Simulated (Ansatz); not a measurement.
# A hypothetical structure for Hf3Fe

This structure for Hf3Fe is made up. Its elements were placed in a known structure type with a cell scaled to their sizes. What cell does the guess relax to, and how far off was it?

Program: Ansatz 0.2.0. Level of theory: DFT, PBEsol, plane-wave PAW, files of the set soft_1, scalar-relativistic, ferromagnetic start, cell and ions relaxed at zero pressure; PAW set soft_1. Results are calculated unless marked as measured.

### Step 1. Set-up

It takes space group I4/mmm (No. 139, tetragonal). Conventional cell: a = 4.228 Å, b = 4.228 Å, c = 8.219 Å, α = 90.00°, β = 90.00°, γ = 90.00°. Hf has 8 Hf at 2.95 to 2.99 Å and 4 Fe at 2.95 Å nearest. Nearest to Hf lie 8 Hf at 2.95 Å and 4 Fe at 2.99 Å. Fe has 12 Hf at 2.95 to 2.99 Å nearest. Farther neighbours are not listed.

### Step 2. Relaxation of the guess

The guessed cell has no reason to be at equilibrium. It is relaxed with the atoms, within the space group of the guess.

File input.yaml:

```yaml
crystal:
  lattice:
    - [-2.114, 2.114, 4.1095]
    - [2.114, -2.114, 4.1095]
    - [2.114, 2.114, -4.1095]
  atoms:
    - { symbol: Hf, position: [0.75, 0.25, 0.5] }
    - { symbol: Hf, position: [0.25, 0.75, 0.5] }
    - { symbol: Hf, position: [0.5, 0.5, 0.0] }
    - { symbol: Fe, position: [0.0, 0.0, 0.0], spin: 3.0 }
magnetization:
  spin_polarized: true
kpoints:
  mp_grid: { grid: [9, 9, 9] }
scf:
  occupations: { method: fermi_dirac, width: 0.05 }
hamiltonian:
  xc: pbesol
  pseudopotentials: { kind: paw, azcp: { folder: soft_1 }, xc_functional: pbe }
relax:
  f_tol: 0.015
  max_steps: 70
  cell: {}
output:
  forces: true
  stress: true
```

Command:

```bash
> ansatz run input.yaml --threads 4 --pin off --max-ram 10240MiB --backend cpu --events-out ev --progress --plain --runs-dir out
```

Numbers of over 12 decimals in the logs are rounded to 6 here.

The program printed:

```text
Engine: ansatz 0.2.0, aarch64-unknown-linux-gnu
Pseudopotentials: kind: paw
Pseudopotential: Hf, paw, valence charge 26, recommended cutoff 420 eV (normal), soft_1/Hf.paw.azcp
Pseudopotential: Fe, paw, valence charge 16, recommended cutoff 420 eV (normal), soft_1/Fe.paw.azcp
Functional definition: PBEsol
  exchange = pbesol_x
  correlation = pbesol_c
Crystal: 4 atoms, lattice volume = 73.461 Å³
Basis set: ecut = 420 eV, 1425 PW (Γ), exchange–correlation on 72×72×72 points (8 copies of the dense FFT grid, shifted against one another)
Bands: 59, of which v1, the nominal top of the filled ones, is band 47 counted from 1 (46 counted from 0)
Symmetry: 16 space group operations
Space group: I4/mmm (ITA 139), of the structure as read, at distance tolerance 4.2e-5 Å
Magnetic group: BNS 139.531 (UNI 1191), of the structure as read, at distance tolerance 4.2e-5 Å
k-points: 75 of 729
Non-local potential: Hf, projectors of the file, l = 0: 3, l = 1: 2, l = 2: 2, l = 3: 3
Non-local potential: Fe, projectors of the file, l = 0: 3, l = 1: 2, l = 2: 3, l = 3: 1
PAW form: soft (Blöchl's): semilocal exchange-correlation on the pseudo side does not see the compensation charge
PAW frozen core: Hf, regenerated for the run's functional, and the local potential with it (the file was generated under x = pbe(κ = 0.804, μ = 0.219515), c = pbe(β = 0.066725))
PAW frozen core: Fe, regenerated for the run's functional, and the local potential with it (the file was generated under x = pbe(κ = 0.804, μ = 0.219515), c = pbe(β = 0.066725))
PAW one-centre angular grid: Hf, 590 points (default); XC on 64 Gauss nodes
PAW one-centre angular grid: Fe, 590 points (default); XC on 64 Gauss nodes
Initial density: superposition of atomic densities (chi_scale 0.1, normalization cell, long waves kept (reshape's long-wave potential 0.00 eV rms))
Starting moments: Σ|m| = 3 μB on 1 of 4 sites
Initial wavefunctions: pseudopotential atomic-orbital guess
Functional: x = pbesol(κ = 0.804, μ = 0.123457), c = pbesol(β = 0.046)
SCF iter   1: F=—  HF=-51246.523955 eV  |F-HF|=—  |Δ(HF+E_count)|=         —  Δρ=6.63e-2 (↑6.63e-2 ↓6.06e-2)  dr2=1.30e1  dr2_m=1.96e-2  M=2.933 μB ∫|m|=3.165 μB  β_m=0.30  ethr=3.10e-3  ⟨swp⟩=6.0  Hψ=29581  notcnv=0  defer=14
Mixer restart at iter 1: flushing history
preconditioner: auto → Kerker (q_TF=auto, 2.843 Å⁻¹)  [metal: Δε(μ)=0.009 eV  Ē_g=16.448 eV  σ=0.050 eV  W_gap=0.05  n_scr=30 (ndim 8)  ℏωp=38.8 eV  f_vac=0.000  D(μ)=5.57/eV (n_scr^D=60)]
spin=Collinear: Kerker preconditioning applied to the charge; magnetization (m = ρ↑ − ρ↓) channel mixes plain (no charge-response kernel on spin).
SCF iter   2: F=—  HF=-51244.316262 eV  |F-HF|=—  |Δ(HF+E_count)|=    2.21e0  Δρ=2.38e-2 (↑1.43e-2 ↓2.38e-2)  dr2=1.46e0  dr2_m=4.77e-2  M=3.007 μB ∫|m|=3.234 μB  β_m=0.34  ethr=3.10e-3  ⟨swp⟩=3.4  Hψ=20287  notcnv=0  defer=320
SCF iter   3: F=—  HF=-51243.982203 eV  |F-HF|=—  |Δ(HF+E_count)|=   3.34e-1  Δρ=1.06e-2 (↑1.06e-2 ↓9.50e-3)  dr2=2.20e-1  dr2_m=1.61e-2  M=2.970 μB ∫|m|=3.217 μB  β_m=0.54  ethr=1.55e-3  ⟨swp⟩=2.0  Hψ=12193  notcnv=0  defer=311
SCF iter   4: F=—  HF=-51244.256142 eV  |F-HF|=—  |Δ(HF+E_count)|=         —  Δρ=2.38e-2 (↑8.85e-3 ↓2.38e-2)  dr2=2.63e-1  dr2_m=1.68e-1  M=2.568 μB ∫|m|=2.855 μB  β_m=0.54  ethr=2.34e-4  ⟨swp⟩=3.6  Hψ=20269  notcnv=0  defer=310
Mixer restart at iter 4: flushing history
SCF iter   5: F=—  HF=-51244.437064 eV  |F-HF|=—  |Δ(HF+E_count)|=   1.81e-1  Δρ=1.78e-2 (↑1.10e-2 ↓1.78e-2)  dr2=1.37e-1  dr2_m=1.34e-1  M=2.437 μB ∫|m|=2.723 μB  β_m=0.55  ethr=2.34e-4  ⟨swp⟩=3.2  Hψ=18644  notcnv=0  defer=310
SCF iter   6: F=—  HF=-51244.476450 eV  |F-HF|=—  |Δ(HF+E_count)|=   3.94e-2  Δρ=1.10e-2 (↑3.24e-3 ↓1.10e-2)  dr2=2.12e-1  dr2_m=1.09e-2  M=2.313 μB ∫|m|=2.578 μB  β_m=0.64  ethr=1.46e-4  ⟨swp⟩=2.4  Hψ=15899  notcnv=0  defer=305
SCF iter   7: F=—  HF=-51244.353111 eV  |F-HF|=—  |Δ(HF+E_count)|=   1.23e-1  Δρ=1.03e-2 (↑3.85e-3 ↓1.03e-2)  dr2=8.26e-2  dr2_m=1.04e-2  M=2.206 μB ∫|m|=2.445 μB  β_m=0.79  ethr=1.46e-4  ⟨swp⟩=3.2  Hψ=20280  notcnv=0  defer=305
SCF iter   8: F=—  HF=-51244.437571 eV  |F-HF|=—  |Δ(HF+E_count)|=   8.45e-2  Δρ=6.85e-3 (↑1.51e-3 ↓6.85e-3)  dr2=3.07e-2  dr2_m=7.44e-3  M=2.332 μB ∫|m|=2.571 μB  β_m=0.85  ethr=8.78e-5  ⟨swp⟩=2.6  Hψ=15817  notcnv=0  defer=305
SCF iter   9: F=—  HF=-51244.455407 eV  |F-HF|=—  |Δ(HF+E_count)|=   1.78e-2  Δρ=1.28e-3 (↑5.79e-4 ↓1.28e-3)  dr2=3.36e-4  dr2_m=5.24e-4  M=2.397 μB ∫|m|=2.639 μB  β_m=0.83  ethr=3.27e-5  ⟨swp⟩=2.3  Hψ=17310  notcnv=0  defer=305
SCF iter  10: F=—  HF=-51244.456133 eV  |F-HF|=—  |Δ(HF+E_count)|=   7.26e-4  Δρ=7.07e-4 (↑7.07e-4 ↓2.86e-4)  dr2=7.22e-4  dr2_m=4.58e-5  M=2.421 μB ∫|m|=2.662 μB  β_m=0.87  ethr=3.57e-7  ⟨swp⟩=3.4  Hψ=20535  notcnv=0  defer=303
SCF iter  11: F=—  HF=-51244.456061 eV  |F-HF|=—  |Δ(HF+E_count)|=   7.23e-5  Δρ=3.76e-4 (↑3.76e-4 ↓2.26e-4)  dr2=2.79e-5  dr2_m=5.79e-5  M=2.433 μB ∫|m|=2.673 μB  β_m=0.94  ethr=3.57e-7  ⟨swp⟩=2.2  Hψ=12142  notcnv=0  defer=302
SCF iter  12: F=—  HF=-51244.456051 eV  |F-HF|=—  |Δ(HF+E_count)|=   9.64e-6  Δρ=1.73e-4 (↑5.15e-5 ↓1.73e-4)  dr2=1.85e-5  dr2_m=8.21e-6  M=2.439 μB ∫|m|=2.678 μB  β_m=0.88  ethr=2.97e-8  ⟨swp⟩=3.4  Hψ=17215  notcnv=0  defer=302
SCF iter  13: F=—  HF=-51244.456051 eV  |F-HF|=—  |Δ(HF+E_count)|=   2.84e-7  Δρ=4.98e-5 (↑2.50e-5 ↓4.98e-5)  dr2=1.06e-6  dr2_m=8.75e-7  M=2.440 μB ∫|m|=2.678 μB  β_m=0.70  ethr=1.97e-8  ⟨swp⟩=2.2  Hψ=13793  notcnv=0  defer=302
SCF iter  14: F=—  HF=-51244.456051 eV  |F-HF|=—  |Δ(HF+E_count)|=   1.77e-7  Δρ=1.70e-5 (↑8.26e-6 ↓1.70e-5)  dr2=1.52e-7  dr2_m=9.68e-8  M=2.439 μB ∫|m|=2.678 μB  β_m=0.80  ethr=1.13e-9  ⟨swp⟩=3.9  Hψ=17971  notcnv=0  defer=302
SCF iter  15: F=—  HF=-51244.456051 eV  |F-HF|=—  |Δ(HF+E_count)|=   2.96e-8  Δρ=8.94e-6 (↑4.75e-6 ↓8.94e-6)  dr2=4.42e-8  dr2_m=2.86e-8  M=2.440 μB ∫|m|=2.678 μB  β_m=0.90  ethr=1.61e-10  ⟨swp⟩=3.7  Hψ=17228  notcnv=0  defer=302
SCF iter  16: F=—  HF=-51244.456051 eV  |F-HF|=—  |Δ(HF+E_count)|=   8.43e-9  Δρ=3.46e-6 (↑3.46e-6 ↓1.22e-6)  dr2=6.82e-9  dr2_m=2.54e-9  M=2.440 μB ∫|m|=2.678 μB  β_m=0.78  ethr=4.71e-11  ⟨swp⟩=3.2  Hψ=15302  notcnv=1  defer=302
SCF iter  17: F=-51244.456051 eV  HF=-51244.456051 eV  |F-HF|=1.25e-9  |Δ(HF+E_count)|=  4.80e-10  Δρ=1.24e-6 (↑5.47e-7 ↓1.24e-6)  dr2=1.52e-9  dr2_m=4.07e-10  M=2.440 μB ∫|m|=2.678 μB  ethr=1.00e-12  ⟨swp⟩=12.9  Hψ=94076  notcnv=0
SCF 1 converged in 17 iterations: F = -51244.456051 eV  dr2 = 1.52e-9
[...]
SCF iter  10: F=—  HF=-51244.473958 eV  |F-HF|=—  |Δ(HF+E_count)|=   1.31e-7  Δρ=3.64e-6 (↑3.64e-6 ↓2.42e-6)  dr2=1.54e-8  dr2_m=2.26e-9  M=2.631 μB ∫|m|=2.856 μB  β_m=0.84  ethr=1.08e-10  ⟨swp⟩=3.0  Hψ=18616  notcnv=0
SCF iter  11: F=-51244.473958 eV  HF=-51244.473958 eV  |F-HF|=2.06e-7  |Δ(HF+E_count)|=   1.66e-8  Δρ=1.20e-5 (↑2.91e-6 ↓1.20e-5)  dr2=2.17e-7  dr2_m=1.54e-8  M=2.631 μB ∫|m|=2.856 μB  ethr=1.64e-11  ⟨swp⟩=2.7  Hψ=31475  notcnv=0
SCF 3 converged in 11 iterations: F = -51244.473958 eV  dr2 = 2.17e-7
relax step   3: F+E_penalty+E_count = -51244.47395774 eV  Δ(F+E_penalty+E_count) = -1.740e-2 eV  max|allowed force component| = 1.128e-17 eV/Å  Δτ_max = 0.0000 Å  P = -0.571 GPa  Ω = 75.165 Å³  energy of the carried Pulay correction = -7.290e-4 eV  (11 SCF iters, dr2 threshold 4.00e-7 eV, accepted)
[...]
relax step   4: F+E_penalty+E_count = -51244.49504709 eV  Δ(F+E_penalty+E_count) = -2.109e-2 eV  max|allowed force component| = 4.337e-18 eV/Å  Δτ_max = 0.0000 Å  P = +0.533 GPa  Ω = 74.376 Å³  energy of the carried Pulay correction = -3.554e-4 eV  (12 SCF iters, dr2 threshold 4.00e-7 eV, accepted)
[...]
relax step   5: F+E_penalty+E_count = -51244.51913906 eV  Δ(F+E_penalty+E_count) = -2.409e-2 eV  max|allowed force component| = 1.843e-18 eV/Å  Δτ_max = 0.0000 Å  P = +0.698 GPa  Ω = 73.856 Å³  energy of the carried Pulay correction = -6.202e-5 eV  (13 SCF iters, dr2 threshold 4.00e-7 eV, accepted)
[...]
relax step   6: F+E_penalty+E_count = -51244.51987660 eV  Δ(F+E_penalty+E_count) = -7.375e-4 eV  max|allowed force component| = 2.776e-17 eV/Å  Δτ_max = 0.0000 Å  P = -0.057 GPa  Ω = 74.349 Å³  energy of the carried Pulay correction = -2.809e-4 eV  (10 SCF iters, dr2 threshold 4.00e-7 eV, accepted)
[...]
relax step   7: F+E_penalty+E_count = -51244.51990763 eV  Δ(F+E_penalty+E_count) = -3.103e-5 eV  max|allowed force component| = 6.505e-19 eV/Å  Δτ_max = 0.0000 Å  P = -0.003 GPa  Ω = 74.307 Å³  energy of the carried Pulay correction = -2.621e-4 eV  (10 SCF iters, dr2 threshold 1.12e-8 eV, accepted)
[...]
relax step   8: F+E_penalty+E_count = -51244.52204583 eV  Δ(F+E_penalty+E_count) = -2.138e-3 eV  max|allowed force component| = 3.903e-18 eV/Å  Δτ_max = 0.0000 Å  P = +0.048 GPa  Ω = 74.307 Å³  stress off target by 1.54e-1 GPa  SCF on the basis re-selected at this cell (its energy is not comparable with the rows above)  (14 SCF iters)
[...]
relax step   9: F+E_penalty+E_count = -51244.52213095 eV  Δ(F+E_penalty+E_count) = -8.511e-5 eV  max|allowed force component| = 6.939e-18 eV/Å  Δτ_max = 0.0000 Å  P = +0.015 GPa  Ω = 74.311 Å³  energy of the carried Pulay correction = -3.510e-6 eV  (10 SCF iters, dr2 threshold 5.93e-8 eV, accepted)
iter 1 solved again at ethr=2.85e-9 eV; its pass at ethr=3.10e-3 eV (dr2=2.68e-6 eV) is discarded
SCF iter   1: F=—  HF=-51244.522125 eV  |F-HF|=—  |Δ(HF+E_count)|=         —  Δρ=2.23e-5 (↑6.60e-6 ↓2.23e-5)  dr2=1.32e-8  dr2_m=4.24e-8  M=2.294 μB ∫|m|=2.634 μB  β_m=0.65  ethr=2.85e-9  ⟨swp⟩=8.5  Hψ=76014  notcnv=0
preconditioner: auto → Kerker (q_TF=auto, 2.724 Å⁻¹)  [metal: Δε(μ)=0.009 eV  Ē_g=16.414 eV  σ=0.050 eV  W_gap=0.04  n_scr=30 (ndim 8)  ℏωp=38.5 eV  f_vac=0.000  D(μ)=5.43/eV (n_scr^D=68)]
spin=Collinear: Kerker preconditioning applied to the charge; magnetization (m = ρ↑ − ρ↓) channel mixes plain (no charge-response kernel on spin).
SCF iter   2: F=—  HF=-51244.522127 eV  |F-HF|=—  |Δ(HF+E_count)|=   1.31e-6  Δρ=7.97e-6 (↑2.47e-6 ↓7.97e-6)  dr2=1.76e-9  dr2_m=5.20e-9  M=2.294 μB ∫|m|=2.634 μB  β_m=0.65  ethr=1.40e-11  ⟨swp⟩=5.4  Hψ=19680  notcnv=4
SCF iter   3: F=—  HF=-51244.522127 eV  |F-HF|=—  |Δ(HF+E_count)|=   2.09e-7  Δρ=3.23e-7 (↑3.23e-7 ↓2.47e-7)  dr2=7.24e-11  dr2_m=1.66e-11  M=2.294 μB ∫|m|=2.634 μB  β_m=0.60  ethr=1.87e-12  ⟨swp⟩=2.8  Hψ=15639  notcnv=0
SCF iter   4: F=—  HF=-51244.522127 eV  |F-HF|=—  |Δ(HF+E_count)|=   9.44e-9  Δρ=1.63e-7 (↑9.00e-8 ↓1.63e-7)  dr2=9.38e-12  dr2_m=3.86e-12  M=2.294 μB ∫|m|=2.634 μB  β_m=0.77  ethr=1.00e-12  ⟨swp⟩=2.1  Hψ=11026  notcnv=0
SCF iter   5: F=-51244.522127 eV  HF=-51244.522127 eV  |F-HF|=1.46e-11  |Δ(HF+E_count)|=  2.91e-11  Δρ=9.30e-8 (↑2.28e-8 ↓9.30e-8)  dr2=8.55e-12  dr2_m=1.04e-12  M=2.294 μB ∫|m|=2.634 μB  ethr=1.00e-12  ⟨swp⟩=5.4  Hψ=72357  notcnv=0
SCF 10 converged in 5 iterations: F = -51244.522127 eV  dr2 = 8.55e-12
  Residual-converged pass: ⟨swp⟩=2.2  Hψ=10746  notcnv=0  max |occ|·‖R‖ = 1.0e-7 eV (tolerance 1.3e-7 eV)  dr2=8.55e-12  dr2_m=1.04e-12  dr2_onsite=2.67e-12  max |Δocc| = 2.3e-13
relax step  10: F+E_penalty+E_count = -51244.52212673 eV  Δ(F+E_penalty+E_count) = +4.216e-6 eV  max|allowed force component| = 6.939e-18 eV/Å  Δτ_max = 0.0000 Å  P = +0.015 GPa  Ω = 74.311 Å³  stress off target by 3.81e-2 GPa  SCF on the basis re-selected at this cell (its energy is not comparable with the rows above)  (5 SCF iters)
basis re-selected at this cell: Δ(F+E_penalty+E_count) = +4.216e-6 eV, ΔP = +0.000 GPa vs the last step (what re-selecting the basis moved, of the pressure what is left beyond the Pulay correction that the steps carried, after the strain that the cell walked since its last selection, with what the two solves' SCF thresholds leave and, on support functions, any second-order correction that the steps lacked; it is no m [...]
SCF converged after 5 iterations
Magnetization: 2.2942 μB (48.1471 up, 45.8529 down)
Absolute magnetization: 2.6376 μB (∫|ρ↑−ρ↓|, with the PAW one-centre terms)
Spin contamination: 0.2776 ħ² per cell (⟨S²⟩ above its minimum at these occupations)
Per-site moments (μB) at R_I (Å): [(0.077430, 1.185033), (0.077430, 1.185033), (-0.057177, 1.185033), (2.166773, 1.185033)]
Free energy (F): -51244.522127 eV
Harris-Foulkes:  -51244.522127 eV  (|F-HF|=1.46e-11)
Internal energy: -51244.477063 eV  (E = F + TS)
E sigma→0 (E₀):  -51244.499595 eV
Entropy (-TS):   -0.045063 eV (-11.266 meV/atom)
Fermi energy:    18.846970 eV
--- Per-component energies (eV) ---
  E_band       = -140.714536
  E_kinetic    = 1567.473507
  E_local      = -20597.029732  (includes V_loc(G=0)·N_el)
  E_nonlocal   = 483.991458
  E_hartree    = 9911.197731
  E_xc         = -906.410303
  E_vxc        = -909.005504  (∫ρ·V_xc dr)
  E_paw        = -24077.450034  (= ΣΔE_a)
  E_vpaw       = -508.539210  (= ΣTr[D̂ρ^β])
  E_aug_tail   = -0.000629  (compensation charges beyond the density's cutoff)
  E_ewald      = -17630.181434
  E_core_change = 3.932370  (= ΣΔE_core)
  E_smearing   = -0.045063  (= −TS)
  E_closure    = -0.000000  (closes the sum)
  Σ components = -51244.522127   (vs F -51244.522127, Δ=0.00e0)
--- Forces (eV/Å), atoms counted from 1 ---
  atom   1  Hf     0.00000000     0.00000000     0.00000000
  atom   2  Hf    -0.00000000     0.00000000    -0.00000000
  atom   3  Hf    -0.00000000     0.00000000     0.00000000
  atom   4  Fe     0.00000000     0.00000000    -0.00000000
  max |Σ_I F_I| component: 8.67e-19 eV/Å
--- Stress (GPa, compression-positive) ---
        0.004108       0.000000      -0.000000
        0.000000       0.004108       0.000000
       -0.000000       0.000000       0.038054
  P = ⅓ Tr σ = 0.0154 GPa (0.154 kbar)
--- Relaxed structure (8 steps of the walk, 8 accepted, 2 SCFs on fresh bases) ---
  F+E_penalty+E_count = -51244.52212673 eV   max|allowed force component| = 6.939e-18 eV/Å   (the final SCF, on the basis selected at the relaxed cell)
  cell:  # Å, volume = 74.3112 Å³
    - [-2.031382, 2.031382, 4.502058]
    - [2.031382, -2.031382, 4.502058]
    - [2.031382, 2.031382, -4.502058]
  atoms:
    - { symbol: Hf, position: [0.75, 0.250000, 0.5] }
    - { symbol: Hf, position: [0.250000, 0.75, 0.5] }
    - { symbol: Hf, position: [0.500000, 0.500000, 0] }
    - { symbol: Fe, position: [0, 0, 0] }
```

The job ended after 2.7 min (4 threads of Arm Neoverse V1, shared host; peak memory 0.73 GiB).

The steps of the relaxation:

| step | energy less that of the first step (eV) | largest force component (eV/Å) | pressure (GPa) | volume (Å³) |
| --- | --- | --- | --- | --- |
| 1 | 0.0000 | 0.0000 | 1.83 | 73.46 |
| 2 | -0.0005 | 0.0000 | -2.44 | 76.49 |
| 3 | -0.0179 | 0.0000 | -0.57 | 75.16 |
| 4 | -0.0390 | 0.0000 | 0.53 | 74.38 |
| 5 | -0.0631 | 0.0000 | 0.70 | 73.86 |
| 6 | -0.0638 | 0.0000 | -0.06 | 74.35 |
| 7 | -0.0639 | 0.0000 | 0.00 | 74.31 |
| 8* | -0.0660 | 0.0000 | 0.05 | 74.31 |
| 9 | -0.0661 | 0.0000 | 0.02 | 74.31 |
| 10* | -0.0661 | 0.0000 | 0.02 | 74.31 |

Relaxation steps marked * repeat the geometry before them on a plane-wave basis chosen anew for their cell, so energy and pressure can jump there.

The run keeps the 16 symmetry operations that it works with, so distortions that break them were not tested.

| conventional cell, symmetrised | before | after | change |
| --- | --- | --- | --- |
| a (Å) | 4.228 | 4.063 | -3.9 % |
| b (Å) | 4.228 | 4.063 | -3.9 % |
| c (Å) | 8.219 | 9.004 | +9.6 % |
| volume (Å³/atom) | 18.37 | 18.58 | +1.2 % |

The relaxed structure:

```cif
data_structure
_symmetry_space_group_name_H-M 'P 1'
_symmetry_Int_Tables_number 1
_cell_length_a 5.3406
_cell_length_b 5.3406
_cell_length_c 5.3406
_cell_angle_alpha 135.287
_cell_angle_beta 135.287
_cell_angle_gamma 65.085
_cell_volume 74.31
loop_
_atom_site_label
_atom_site_type_symbol
_atom_site_fract_x
_atom_site_fract_y
_atom_site_fract_z
_atom_site_occupancy
Hf1 Hf 0.75000 0.25000 0.50000 1
Hf2 Hf 0.25000 0.75000 0.50000 1
Hf3 Hf 0.50000 0.50000 0.00000 1
Fe4 Fe 0.00000 0.00000 0.00000 1
```

This step gave:

```yaml
free_energy: -51244.5221 eV
energy_at_zero_smearing: -51244.4996 eV
smearing_term_ts: 0.04506 eV
fermi_energy: 18.85 eV
magnetization: 2.294 μB
absolute_magnetization: 2.638 μB
site_moments: 0.07743, 0.07743, -0.05718, 2.167 μB
electrons: 94
symmetry_operations: 16
pressure: 0.01542 GPa
```

Site moment by atom:

| atom | site moment (μB) |
| --- | --- |
| Hf1 | 0.08 |
| Hf2 | 0.08 |
| Hf3 | -0.06 |
| Fe4 | 2.17 |

Shortest distances by pair of elements, guess and relaxed (not always the same contact):

| pair | guess (Å) | relaxed (Å) |
| --- | --- | --- |
| Hf–Hf | 2.948 | 2.873 |
| Fe–Hf | 2.948 | 2.873 |
| Fe–Fe | 4.228 | 4.063 |

The relaxation ends with a pressure of 0.02 GPa.

### Step 3. Results

| Property | Result |
| --- | --- |
| space group, relaxed | I4/mmm |
| conventional cell | a = 4.063, b = 4.063, c = 9.004 Å; α = 90.0°, β = 90.0°, γ = 90.0° |
| volume per atom | 18.58 Å³ (guess 18.37) |
| total moment | 2.29 μB in the cell of 4 atoms |

**Reading.** Hf3Fe relaxes to I4/mmm with a = 4.063, b = 4.063 and c = 9.004 Å. The guessed volume was near the relaxed one. The space group I4/mmm was held in the relaxation, so the end point is a stationary structure within it and may be a saddle against distortions or other arrangements. The input starts from parallel moments, and no other start was typed. Mesh and cutoff weren't tested. Spin-orbit coupling is left out, which can matter for elements this heavy. No dispersion term is used, so weakly bound directions may come out too long. Nothing here tests whether the compound is stable against decomposition.

[Logs are printed without paths, hosts, clocks, repeated set-up lines and the standing remarks that a program may print on its own settings, such as how far it seeks lower states.]

[Hosts, paths, dates, database ids (printed as entryN), source tags and the programs' standing remarks are cut or masked in the printed files.]
